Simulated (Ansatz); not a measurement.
**Mg (P6_3/mmc): phonon-mediated transition temperature**

What Tc do the phonons of Mg (P6_3/mmc) give, and how does it depend on μ*? The cell shown first is a relaxed one, from steps not shown here.

Main program and level: Ansatz 0.2.0; DFT PBE, scalar-relativistic, plane waves, PAW.

This is a report of a sequence of runs, with most program output left out.

**1. The cell after earlier relaxation steps**

It takes space group P6_3/mmc (No. 194, hexagonal). The conventional cell has a = 3.208 Å, b = 3.208 Å, c = 5.152 Å, α = 90.00°, β = 90.00°, γ = 120.00°. Nearest to Mg lie 12 Mg at 3.17 to 3.21 Å.

**2. Resistivity: q 3×3×1, k 9×9×4, scattering 12×12×8**

The run that gives the couplings also evaluates McMillan's and Allen and Dynes's formulas and, where asked, the Eliashberg equations, over a range of μ*.

Input file input.yaml:

```yaml
crystal:
  lattice:
    - [3.2078309355, 0.0, 0.0]
    - [-1.6039154677, 2.7780630812, 0.0]
    - [0.0, 0.0, 5.1520092924]
  atoms:
    - { symbol: Mg, position: [0.3333333333, 0.6666666667, 0.25] }
    - { symbol: Mg, position: [0.6666666667, 0.3333333333, 0.75] }
kpoints:
  mp_grid: { grid: [9, 9, 4] }
hamiltonian:
  xc: pbe
scf:
  occupations: { method: methfessel_paxton, width: 0.2 }
output:
  eigenvalues: true
phonons:
  method: dfpt
  qmesh: [3, 3, 1]
  temperatures: { t_max: 1000, t_step: 50 }
  qpath:
    path:
      - [[0.0, 0.0, 0.0], [0.5, 0.0, 0.0], [0.33333333, 0.33333333, 0.0], [0.0, 0.0, 0.0], [0.0, 0.0, 0.5], [0.5, 0.0, 0.5], [0.33333333, 0.33333333, 0.5], [0.0, 0.0, 0.5]]
      - [[0.5, 0.0, 0.5], [0.5, 0.0, 0.0]]
      - [[0.33333333, 0.33333333, 0.5], [0.33333333, 0.33333333, 0.0]]
    npoints: 10
  electrical_resistivity:
    mesh: [12, 12, 8]
    temperatures: [20.0, 50.0, 80.0, 100.0, 150.0, 200.0, 273.0, 300.0, 400.0, 500.0, 600.0, 800.0]
  superconductivity: { mesh: [12, 12, 8] }
```

Started as:

```sh
$ ansatz run input.yaml --threads 4 --pin off --max-ram 10240MiB --backend cpu --events-out ev --progress --plain --runs-dir out
```

Elapsed: 26 s, on 4 threads of Intel Xeon Platinum 8488C (Sapphire Rapids), shared host; peak memory 0.67 GiB.

Numbers from this step:

- volume per atom: 22.96 Å³
- metallic on mesh: yes
- gap on the k-mesh: 0 eV
- zero point energy: 0.06213 eV/cell
- share of imaginary modes in the plain interpolation between solved wavevectors: 0
- highest frequency, solved or plainly interpolated: 265.2 cm⁻¹
- Debye temperature (second moment): 319 K
- resistivity at 300 K: 4.857 μΩ cm, mean of the axes
- coupling constant λ: 0.2557
- density of states at the Fermi level: 0.3963 states/eV a spin and cell
- log mean phonon energy ħω_log: 19.66 meV
- transport coupling constant λ_tr: 0.2102, 0.2102, 0.2115 (xx, yy, zz)
- Drude plasma energy: 7.015, 7.015, 6.973 eV (xx, yy, zz)
- resistivity times mean free path: 10.77, 10.77, 12.05 × 10⁻¹⁶ Ω m² (xx, yy, zz)
- second-moment phonon energy ħω₂: 21.74 meV
- coupling λ by branch: 0.027, 0.039, 0.0413, 0.0411, 0.0502, 0.057 (branches by rank of frequency)

An empty cell: under 1 mK by a formula, or no transition down to the floor of the Eliashberg search. Transition temperatures:

```csv
μ*,McMillan Tc (K),Allen–Dynes Tc (K)
0.08,0.0631,0.0637
0.1,0.0168,0.0169
0.12,0.00262,0.00264
0.13,-,-
0.14,-,-
0.16,-,-
0.2,-,-
```

**3. Coupling and resistivity: q 3×3×2, k 9×9×6, scattering 18×18×8**

The next rung changes the q mesh, which sets the reach of the force constants and couplings; the k mesh of the density and its response; the scattering mesh, which samples the Fermi surface; the phonon self-energy between the q points, now taken in.

input.yaml: that of step 2 with these lines changed.

```diff
@@ -9,3 +9,3 @@
 kpoints:
-  mp_grid: { grid: [9, 9, 4] }
+  mp_grid: { grid: [9, 9, 6] }
 hamiltonian:
@@ -18,3 +18,3 @@
   method: dfpt
-  qmesh: [3, 3, 1]
+  qmesh: [3, 3, 2]
   temperatures: { t_max: 1000, t_step: 50 }
@@ -27,4 +27,4 @@
   electrical_resistivity:
-    mesh: [12, 12, 8]
+    mesh: [18, 18, 8]
     temperatures: [20.0, 50.0, 80.0, 100.0, 150.0, 200.0, 273.0, 300.0, 400.0, 500.0, 600.0, 800.0]
-  superconductivity: { mesh: [12, 12, 8] }
+  superconductivity: { mesh: [18, 18, 8] }
```

It took 1.8 min on 4 threads; peak memory 2.3 GiB; 6.9 min of CPU time.

Numbers from this step:

| Property | Result |
| --- | --- |
| zero point energy | 0.06207 eV/cell |
| highest frequency, solved or plainly interpolated | 262.4 cm⁻¹ |
| Debye temperature (second moment) | 321 K |
| resistivity at 300 K | 4.249 μΩ cm, mean of the axes |
| coupling constant λ | 0.2279 |
| density of states at the Fermi level | 0.3893 states/eV a spin and cell |
| log mean phonon energy ħω_log | 20.31 meV |
| transport coupling constant λ_tr | 0.1905, 0.1905, 0.1944 (xx, yy, zz) |
| Drude plasma energy | 7.182, 7.182, 7.121 eV (xx, yy, zz) |
| resistivity times mean free path | 10.62, 10.62, 11.23 × 10⁻¹⁶ Ω m² (xx, yy, zz) |
| second-moment phonon energy ħω₂ | 22.93 meV |
| coupling λ by branch | 0.0212, 0.0286, 0.0302, 0.0338, 0.057, 0.0571 (branches by rank of frequency) |

An empty cell: under 1 mK by a formula, or no transition down to the floor of the Eliashberg search. Transition temperatures:

```csv
μ*,McMillan Tc (K),Allen–Dynes Tc (K)
0.08,0.0171,0.0172
0.1,0.00262,0.00263
0.12,-,-
0.13,-,-
0.14,-,-
0.16,-,-
0.2,-,-
```

**4. Resistivity: q 6×6×3, k 12×12×6, scattering 24×24×12**

The next rung changes the q mesh, which sets the reach of the force constants and couplings; the k mesh of the density and its response; the scattering mesh, which samples the Fermi surface.

input.yaml: that of step 3 with these lines changed.

```diff
@@ -9,3 +9,3 @@
 kpoints:
-  mp_grid: { grid: [9, 9, 6] }
+  mp_grid: { grid: [12, 12, 6] }
 hamiltonian:
@@ -18,3 +18,3 @@
   method: dfpt
-  qmesh: [3, 3, 2]
+  qmesh: [6, 6, 3]
   temperatures: { t_max: 1000, t_step: 50 }
@@ -27,4 +27,4 @@
   electrical_resistivity:
-    mesh: [18, 18, 8]
+    mesh: [24, 24, 12]
     temperatures: [20.0, 50.0, 80.0, 100.0, 150.0, 200.0, 273.0, 300.0, 400.0, 500.0, 600.0, 800.0]
-  superconductivity: { mesh: [18, 18, 8] }
+  superconductivity: { mesh: [24, 24, 12] }
```

Wall time 14 min (4 threads); peak memory 7.9 GiB.

Numbers from this step:

```
zero point energy                                 : 0.06248 eV/cell
highest frequency, solved or plainly interpolated : 256.2 cm⁻¹
Debye temperature (second moment)                 : 324 K
resistivity at 300 K                              : 4.264 μΩ cm, mean of the axes
coupling constant λ                               : 0.2479
density of states at the Fermi level              : 0.4136 states/eV a spin and cell
log mean phonon energy ħω_log                     : 20.19 meV
transport coupling constant λ_tr                  : 0.2086, 0.2086, 0.206 (xx, yy, zz)
Drude plasma energy                               : 7.265, 7.265, 7.641 eV (xx, yy, zz)
resistivity times mean free path                  : 10.29, 10.29, 9.865 × 10⁻¹⁶ Ω m² (xx, yy, zz)
second-moment phonon energy ħω₂                   : 22.88 meV
coupling λ by branch                              : 0.0234, 0.0301, 0.0343, 0.0367, 0.0623, 0.061 (branches by rank of frequency)
```

An empty cell: under 1 mK by a formula, or no transition down to the floor of the Eliashberg search. Transition temperatures:

```csv
μ*,McMillan Tc (K),Allen–Dynes Tc (K)
0.08,0.0466,0.047
0.1,0.0109,0.011
0.12,0.00139,0.0014
0.13,-,-
0.14,-,-
0.16,-,-
0.2,-,-
```

The Eliashberg function α²F by phonon energy; read off at these points:

```csv
phonon energy (meV),α²F,α²F tr
1.0,6.0e-5,0
2.0,6.8e-4,4.1e-4
3.0,0.00214,0.00182
4.0,0.00357,0.00347
5.0,0.00561,0.00551
6.0,0.00756,0.00758
7.0,0.00952,0.00972
8.0,0.0117,0.0122
9.0,0.0140,0.0149
10.0,0.0165,0.0177
11.0,0.0197,0.0213
12.0,0.0234,0.0258
13.0,0.0288,0.0318
14.0,0.0358,0.0392
15.0,0.0466,0.0517
16.0,0.0672,0.0742
17.0,0.0957,0.104
18.0,0.0822,0.0811
19.0,0.0759,0.0691
20.0,0.0858,0.0726
21.0,0.101,0.0818
22.0,0.125,0.100
23.0,0.121,0.0930
24.0,0.157,0.120
25.0,0.173,0.129
26.0,0.176,0.124
27.0,0.237,0.166
28.0,0.433,0.312
28.4,0.552,0.406
29.0,0.415,0.300
30.0,0.119,0.0764
31.0,0.00653,0.00399
```

The coupling constant from the curve is λ = 0.25; modes below 23.8 meV give half. The Eliashberg function α²F (α²F) has its highest peak at 28.4 meV.

**5. Summary of results**

| Quantity | Value |
| --- | --- |
| meshes | q 6×6×3, k 12×12×6, scattering 24×24×12 |
| coupling constant λ | 0.248 |
| log mean phonon energy ħω_log | 20.2 meV |
| Allen–Dynes Tc at μ* = 0.1 | 0.011 K |

In words: In the last run (PBE, q 6×6×3, k 12×12×6, scattering 24×24×12), with λ = 0.25 and ħω_log = 20.2 meV, Tc at μ* = 0.13 is under 1 mK by the formulas. Wikipedia's list of superconducting elements holds no transition of Mg at normal pressure, in line with the calculation. In that run Allen and Dynes's formula gives no transition above 0.05 K at μ* = 0.10 or more. By the run's own test λ is not converged in the fine mesh: it moves by 5 % between the two finest, and by up to 13 % in the other runs. The run's transport test calls it not converged in the mesh; ρ(300 K) moves by 43 % in the component that moves most. Over the runs, λ takes the values 0.256, 0.228 and 0.248, in the order shown. μ* is a typed number, phonons are harmonic, and spin fluctuations are left out; with λ this near or under μ*(1 + 0.62 λ), the formulas give Tc only to its order of magnitude, or none.

[Logs are printed without paths, hosts, clocks, repeated set-up lines and the standing remarks that a program may print on its own settings, such as how far it seeks lower states.]

[Hosts, paths, dates, database ids (printed as entryN), source tags and the programs' standing remarks are cut or masked in the printed files.]
